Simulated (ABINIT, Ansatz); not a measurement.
**SrTiO3 (Tausonite): modes at Γ and the response to a field**

Wanted: the vibrations of SrTiO3 (Tausonite) at Γ, by two programs.

Calculated with ABINIT 10.8.3; DFT LDA, scalar-relativistic, plane waves, PseudoDojo norm-conserving pseudopotentials.

**Measured values to reproduce.**

“Structural manipulation and tailoring of dielectric properties in SrTi1−xFexTaxO3 perovskites: Design of new lead free relaxors” (2016, pmc:4981879) reports for SrTiO3, cubic perovskite, by powder XRD refinement (solid-state synthesis, sintered at 1623 K): lattice constant a (a of cubic cell) 3.9052 ± 0.0001 Å.

“High permittivity processed SrTiO3 for metamaterials applications at terahertz frequencies” (2018, pmc:6189093) reports for SrTiO3, cubic perovskite, by THz time-domain spectroscopy (commercial Verneuil-grown single crystal): static dielectric constant (real relative permittivity at 0.2-0.9 THz, below the TO1 phonon) about 345 [measured at 0.2-0.9 THz, not the strict static limit; Verneuil-grown reference crystal].

### 1. The structure

It takes space group Pm-3m (No. 221, cubic). Conventional cell: a = 3.905 Å, b = 3.905 Å, c = 3.905 Å, α = 90.00°, β = 90.00°, γ = 90.00°. Sr has 12 O at 2.76 Å nearest. Ti has 6 O at 1.95 Å nearest. Nearest to O lie 2 Ti at 1.95 Å and 4 Sr at 2.76 Å. Farther neighbours and most contacts between anions are not listed.

### 2. A probe with smearing

A first run with smearing and empty bands tells whether the crystal has a gap, which decides between fixed occupations and smearing later on.

probe.abi

```
# ground state
tolvrs 1.0d-08
prtden 1
prtwf 1

# basis, mesh and filling
ecut 38.0
ngkpt 6 6 6
nshiftk 1
shiftk 0.0 0.0 0.0
istwfk *1
occopt 7
tsmear 0.005
nband 29
nstep 100
diemac 9.0
prtebands 0
prtgsr 0
useylm 1

# cell and atoms
acell 3*1.0 Angstrom
rprim 
    3.90528 0.0 0.0
    0.0 3.90528 0.0
    0.0 0.0 3.90528
ntypat 3
znucl 38 22 8
natom 5
typat 1 2 3 3 3
xred 
    0.5 0.5 0.5
    0.0 0.0 0.0
    0.5 0.0 0.0
    0.0 0.5 0.0
    0.0 0.0 0.5
pp_dirpath "./pseudo"
pseudos "Sr.upf, Ti.upf, O.upf"
```

On the command line:

```bash
$ OMP_NUM_THREADS=1 mpirun -n 4 abinit probe.abi > probe.log
```

Numbers of over 12 decimals in the logs are rounded to 6 here.

probe.abo, the main output file:

```text
[banners, grids, parts of the stress and lines that vanish by symmetry left out]
- input  file    -> probe.abi
- output file    -> probe.abo
- root for input  files -> probei
[...]
Symmetries : space group Pm -3 m (#221); Bravais cP (primitive cubic)
[...]
mpw =        4632          nfft =       91125          nkpt =          20
[...]
== DATASET  1 ==================================================================
[...]
cutoff_energies: {ecut:  38.0, pawecutdg:  -1.0, }
[...]
ETOT  1  -142.92106194409    -1.429E+02 1.484E-01 1.860E+03
 ETOT  2  -133.40272177630     9.518E+00 1.412E-01 3.679E+04
 ETOT  3  -143.43805373060    -1.004E+01 3.332E-02 4.739E+02
 ETOT  4  -143.45340941368    -1.536E-02 4.720E-03 2.668E+02
 ETOT  5  -143.49573686609    -4.233E-02 2.471E-02 6.608E+01
[...]
ETOT 10  -143.50875432778    -8.160E-10 9.797E-03 4.481E-06
 ETOT 11  -143.50875432863    -8.514E-10 3.252E-03 2.707E-09
 At SCF step   11       vres2   =  2.71E-09 < tolvrs=  1.00E-08 =>converged.
[...]
sigma(1 1)=  2.72309602E-04  sigma(3 2)=  0.00000000E+00
  sigma(2 2)=  2.72309602E-04  sigma(3 1)=  0.00000000E+00
  sigma(3 3)=  2.72309602E-04  sigma(2 1)=  0.00000000E+00
[...]
convergence: {deltae: -8.514E-10, res2:  2.707E-09, residm:  3.252E-03, diffor: null, }
etotal    :  -1.43508754E+02
[...]
sigma(1 1)=  2.72309602E-04  sigma(3 2)=  0.00000000E+00
  sigma(2 2)=  2.72309602E-04  sigma(3 1)=  0.00000000E+00
  sigma(3 3)=  2.72309602E-04  sigma(2 1)=  0.00000000E+00
[...]
- sigma(1 1)=  8.01162508E+00  sigma(3 2)=  0.00000000E+00
- sigma(2 2)=  8.01162508E+00  sigma(3 1)=  0.00000000E+00
- sigma(3 3)=  8.01162508E+00  sigma(2 1)=  0.00000000E+00
[...]
fcart     -0.0000000000E+00 -0.0000000000E+00 -0.0000000000E+00
           strten      2.7230960156E-04  2.7230960156E-04  2.7230960156E-04
================================================================================

[key lines of the parts left out:]
pressure_GPa:  -8.0116E+00
```

Wall time 34 s (4 MPI ranks of Arm Neoverse V1, shared host).

Read from the output:

* volume per atom: 11.91 Å³
* pressure: -8.012 GPa
* gap on the k-mesh: 1.808 eV

A gap of 1.8 eV opens on this mesh, so the crystal is taken as an insulator; the printed pressure holds the stress of the finite basis too.

### 3. Relaxation

The harmonic expansion needs vanishing forces, and a free crystal bears no stress, so cell and atoms are brought to rest. Stress is more sensitive to the basis than forces are: the last 3 Ha under the cutoff are smoothed with ecutsm, and the cutoff is raised above that of the later runs.

relax.abi

```
# relaxation
ionmov 2
optcell 2
dilatmx 1.08
ntime 40
tolmxf 1.0d-05
tolvrs 1.0d-14
prtwf 0
prtden 0
chksymtnons 0

# basis, mesh and filling
ecut 47.0
ecutsm 3.0
ngkpt 6 6 6
nshiftk 1
shiftk 0.0 0.0 0.0
istwfk *1
occopt 1
nband 20
nstep 100
diemac 9.0
prtebands 0
prtgsr 0
useylm 1

# cell and atoms
acell 3*1.0 Angstrom
rprim 
    3.90528 0.0 0.0
    0.0 3.90528 0.0
    0.0 0.0 3.90528
ntypat 3
znucl 38 22 8
natom 5
typat 1 2 3 3 3
xred 
    0.5 0.5 0.5
    0.0 0.0 0.0
    0.5 0.0 0.0
    0.0 0.5 0.0
    0.0 0.0 0.5
pp_dirpath "./pseudo"
pseudos "Sr.upf, Ti.upf, O.upf"
```

On the command line:

```bash
$ OMP_NUM_THREADS=1 mpirun -n 4 abinit relax.abi > relax.log
```

relax.abo, the main output file:

```text
[banners, grids, parts of the stress and lines that vanish by symmetry left out]
- input  file    -> relax.abi
- output file    -> relax.abo
- root for input  files -> relaxi
[...]
Symmetries : space group Pm -3 m (#221); Bravais cP (primitive cubic)
[...]
mpw =        7856          nfft =      125000          nkpt =          20
[...]
== DATASET  1 ==================================================================
[...]
cutoff_energies: {ecut:  47.0, pawecutdg:  -1.0, }
[...]
ETOT  1  -142.93549311842    -1.429E+02 2.670E-01 1.854E+03
 ETOT  2  -140.55009390960     2.385E+00 1.428E-01 1.574E+04
 ETOT  3  -143.46018548996    -2.910E+00 5.517E-02 1.810E+02
 ETOT  4  -143.47676526141    -1.658E-02 6.027E-02 1.432E+02
 ETOT  5  -143.50339612293    -2.663E-02 2.648E-02 2.035E+01
[...]
At SCF step   35       vres2   =  1.71E-15 < tolvrs=  1.00E-14 =>converged.
[...]
sigma(1 1)=  2.57892093E-04  sigma(3 2)=  0.00000000E+00
  sigma(2 2)=  2.57892093E-04  sigma(3 1)=  0.00000000E+00
  sigma(3 3)=  2.57892093E-04  sigma(2 1)=  0.00000000E+00
[...]
convergence: {deltae:  1.052E-12, res2:  1.714E-15, residm:  8.047E-16, diffor: null, }
etotal    :  -1.43509142E+02
[...]
ETOT  1  -143.48617925201    -1.435E+02 1.840E-01 2.947E+02
[...]
At SCF step   25       vres2   =  3.21E-15 < tolvrs=  1.00E-14 =>converged.
[...]
sigma(1 1)=  1.17204400E-04  sigma(3 2)=  0.00000000E+00
  sigma(2 2)=  1.17204400E-04  sigma(3 1)=  0.00000000E+00
  sigma(3 3)=  1.17204400E-04  sigma(2 1)=  0.00000000E+00
[...]
convergence: {deltae: -3.809E-12, res2:  3.212E-15, residm:  3.846E-18, diffor: null, }
etotal    :  -1.43510892E+02
[...]
ETOT  1  -143.49602530095    -1.435E+02 4.796E-01 1.869E+02
[...]
At SCF step   27       vres2   =  9.91E-15 < tolvrs=  1.00E-14 =>converged.
[...]
sigma(1 1)= -7.08141839E-06  sigma(3 2)=  0.00000000E+00
  sigma(2 2)= -7.08141839E-06  sigma(3 1)=  0.00000000E+00
  sigma(3 3)= -7.08141839E-06  sigma(2 1)=  0.00000000E+00
[...]
convergence: {deltae: -4.974E-12, res2:  9.912E-15, residm:  1.975E-18, diffor: null, }
etotal    :  -1.43511301E+02
[...]
ETOT  1  -143.51125686960    -1.435E+02 4.870E-08 5.716E-01
[...]
At SCF step   21       vres2   =  1.28E-15 < tolvrs=  1.00E-14 =>converged.
[...]
sigma(1 1)=  1.71351263E-07  sigma(3 2)=  0.00000000E+00
  sigma(2 2)=  1.71351263E-07  sigma(3 1)=  0.00000000E+00
  sigma(3 3)=  1.71351263E-07  sigma(2 1)=  0.00000000E+00
[...]
convergence: {deltae:  8.129E-12, res2:  1.282E-15, residm:  1.373E-17, diffor: null, }
etotal    :  -1.43511302E+02
[...]
ETOT  1  -143.51130237465    -1.435E+02 7.262E-11 3.200E-04
[...]
ETOT 14  -143.51130240017     2.274E-13 5.210E-17 2.622E-13
 ETOT 15  -143.51130240017     4.263E-13 5.872E-18 2.135E-15
 At SCF step   15       vres2   =  2.13E-15 < tolvrs=  1.00E-14 =>converged.
[...]
sigma(1 1)=  2.38080881E-10  sigma(3 2)=  0.00000000E+00
  sigma(2 2)=  2.38080861E-10  sigma(3 1)=  0.00000000E+00
  sigma(3 3)=  2.38080866E-10  sigma(2 1)=  0.00000000E+00
[...]
convergence: {deltae:  4.263E-13, res2:  2.135E-15, residm:  5.872E-18, diffor: null, }
etotal    :  -1.43511302E+02
[...]
At Broyd/MD step   5, gradients are converged :
[...]
sigma(1 1)=  2.38080881E-10  sigma(3 2)=  0.00000000E+00
  sigma(2 2)=  2.38080861E-10  sigma(3 1)=  0.00000000E+00
  sigma(3 3)=  2.38080866E-10  sigma(2 1)=  0.00000000E+00
[...]
- sigma(1 1)=  7.00458136E-06  sigma(3 2)=  0.00000000E+00
- sigma(2 2)=  7.00458075E-06  sigma(3 1)=  0.00000000E+00
- sigma(3 3)=  7.00458090E-06  sigma(2 1)=  0.00000000E+00
[...]
fcart     -0.0000000000E+00 -0.0000000000E+00 -0.0000000000E+00
           strten      2.3808088140E-10  2.3808086058E-10  2.3808086579E-10
================================================================================

[key lines of the parts left out:]
pressure_GPa:  -7.0046E-06
Total energy (etotal) [Ha]= -1.43511302400166E+02
```

Run time: 5.2 min. Hardware: 4 MPI ranks.

Step by step:

| step | energy less that of the first step (eV) | largest force (eV/Å) | volume (Å³) |
| --- | --- | --- | --- |
| 1 | 0.0000 | 0.0000 | 59.56 |
| 2 | -0.0476 | 0.0000 | 58.19 |
| 3 | -0.0588 | 0.0000 | 57.11 |
| 4 | -0.0588 | 0.0000 | 57.17 |
| 5 | -0.0588 | 0.0000 | 57.17 |

| conventional cell, symmetrised | before | after | change |
| --- | --- | --- | --- |
| a (Å) | 3.905 | 3.852 | -1.4 % |
| b (Å) | 3.905 | 3.852 | -1.4 % |
| c (Å) | 3.905 | 3.852 | -1.4 % |
| volume (Å³/atom) | 11.91 | 11.43 | -4.0 % |

Read from the output:

```
volume per atom : 11.43 Å³
pressure        : -7.00e-6 GPa
```

The volume changes by -4.0 % in this run and stands -4.0 % from the first cell.

### 4. Ground state

First-order wavefunctions inherit every error of the ground state, hence the very tight tolvrs. The mesh is shifted off Γ, since shifted meshes converge sums over the zone faster.

gs.abi

```
# ground state
tolvrs 1.0d-16
prtden 1
prtwf 1

# basis, mesh and filling
ecut 38.0
ngkpt 6 6 6
nshiftk 1
shiftk 0.5 0.5 0.5
istwfk *1
occopt 1
nband 20
nstep 100
diemac 9.0
prtebands 0
prtgsr 0
useylm 1

# cell and atoms
acell 3*1.0 Angstrom
rprim 
    3.852256228 0.0 0.0
    0.0 3.852256228 0.0
    0.0 0.0 3.852256228
ntypat 3
znucl 38 22 8
natom 5
typat 1 2 3 3 3
xred 
    0.5 0.5 0.5
    0.0 0.0 0.0
    0.5 0.0 0.0
    0.0 0.5 0.0
    0.0 0.0 0.5
pp_dirpath "./pseudo"
pseudos "Sr.upf, Ti.upf, O.upf"
```

On the command line:

```bash
$ OMP_NUM_THREADS=1 mpirun -n 4 abinit gs.abi > gs.log
```

gs.abo, the main output file:

```text
[banners, grids, parts of the stress and lines that vanish by symmetry left out]
- input  file    -> gs.abi
- output file    -> gs.abo
- root for input  files -> gsi
[...]
Symmetries : space group Pm -3 m (#221); Bravais cP (primitive cubic)
[...]
mpw =        4327          nfft =       91125          nkpt =          10
[...]
== DATASET  1 ==================================================================
[...]
cutoff_energies: {ecut:  38.0, pawecutdg:  -1.0, }
[...]
ETOT  1  -142.97717108987    -1.430E+02 2.671E-01 1.445E+03
 ETOT  2  -140.67769683130     2.299E+00 3.580E-02 1.099E+04
 ETOT  3  -143.46551847095    -2.788E+00 4.510E-02 1.685E+02
 ETOT  4  -143.48453641588    -1.902E-02 1.274E-02 1.090E+02
 ETOT  5  -143.50805761501    -2.352E-02 1.044E-03 1.538E+01
[...]
ETOT 33  -143.51095080549    -9.095E-12 2.081E-17 8.146E-16
 ETOT 34  -143.51095080549    -3.098E-12 6.808E-18 5.914E-17
 At SCF step   34       vres2   =  5.91E-17 < tolvrs=  1.00E-16 =>converged.
[...]
sigma(1 1)=  1.56389512E-05  sigma(3 2)=  0.00000000E+00
  sigma(2 2)=  1.56389512E-05  sigma(3 1)=  0.00000000E+00
  sigma(3 3)=  1.56389512E-05  sigma(2 1)=  0.00000000E+00
[...]
convergence: {deltae: -3.098E-12, res2:  5.914E-17, residm:  6.808E-18, diffor: null, }
etotal    :  -1.43510951E+02
[...]
sigma(1 1)=  1.56389512E-05  sigma(3 2)=  0.00000000E+00
  sigma(2 2)=  1.56389512E-05  sigma(3 1)=  0.00000000E+00
  sigma(3 3)=  1.56389512E-05  sigma(2 1)=  0.00000000E+00
[...]
- sigma(1 1)=  4.60113829E-01  sigma(3 2)=  0.00000000E+00
- sigma(2 2)=  4.60113829E-01  sigma(3 1)=  0.00000000E+00
- sigma(3 3)=  4.60113829E-01  sigma(2 1)=  0.00000000E+00
[...]
fcart     -0.0000000000E+00 -0.0000000000E+00 -0.0000000000E+00
           strten      1.5638951163E-05  1.5638951163E-05  1.5638951163E-05
================================================================================

[key lines of the parts left out:]
pressure_GPa:  -4.6011E-01
```

Run time: 37 s. Hardware: 4 MPI ranks; 2.4 min of CPU time.

Numbers from this step:

```
pressure : -0.4601 GPa
```

The cell stands at -0.46 GPa: the relaxation ran with a smoothed and higher cutoff and on another k mesh.

### 5. The gap at rest

Empty bands on the ground state's density check that the gap assumed so far is there in this cell.

gap.abi

```
# empty bands on the ground state's density
iscf -2
getden_filepath "gso_DEN"
tolwfr 1.0d-12
nbdbuf 2
prtwf 0

# basis, mesh and filling
ecut 38.0
ngkpt 6 6 6
nshiftk 1
shiftk 0.0 0.0 0.0
istwfk *1
occopt 1
nband 24
nstep 100
diemac 9.0
prtebands 0
prtgsr 0
useylm 1

# cell and atoms
acell 3*1.0 Angstrom
rprim 
    3.852256228 0.0 0.0
    0.0 3.852256228 0.0
    0.0 0.0 3.852256228
ntypat 3
znucl 38 22 8
natom 5
typat 1 2 3 3 3
xred 
    0.5 0.5 0.5
    0.0 0.0 0.0
    0.5 0.0 0.0
    0.0 0.5 0.0
    0.0 0.0 0.5
pp_dirpath "./pseudo"
pseudos "Sr.upf, Ti.upf, O.upf"
```

On the command line:

```bash
$ OMP_NUM_THREADS=1 mpirun -n 4 abinit gap.abi > gap.log
```

gap.abo, the main output file:

```text
[banners, grids, parts of the stress and lines that vanish by symmetry left out]
- input  file    -> gap.abi
- output file    -> gap.abo
- root for input  files -> gapi
[...]
Symmetries : space group Pm -3 m (#221); Bravais cP (primitive cubic)
[...]
mpw =        4385          nfft =       91125          nkpt =          20
[...]
== DATASET  1 ==================================================================
[...]
cutoff_energies: {ecut:  38.0, pawecutdg:  -1.0, }
[...]
-outvars: echo values of variables after computation
            acell      1.8897261259E+00  1.8897261259E+00  1.8897261259E+00 Bohr
================================================================================
```

Wall time 25 s (4 MPI ranks); 1.7 min of CPU time.

Read from the output:

```
gap on the k-mesh : 1.881 eV
```

In this cell the gap on the mesh is 1.9 eV, indirect (smallest direct 2.2 eV), so fixed occupations hold.

(Continued in part 2 of 3.)

[Host names and launcher messages were left out of these logs when they were recorded.]

[Logs are printed without paths, hosts, clocks, repeated set-up lines and the standing remarks that a program may print on its own settings, such as how far it seeks lower states.]

[Hosts, paths, dates, database ids (printed as entryN), source tags and the programs' standing remarks are cut or masked in the printed files.]
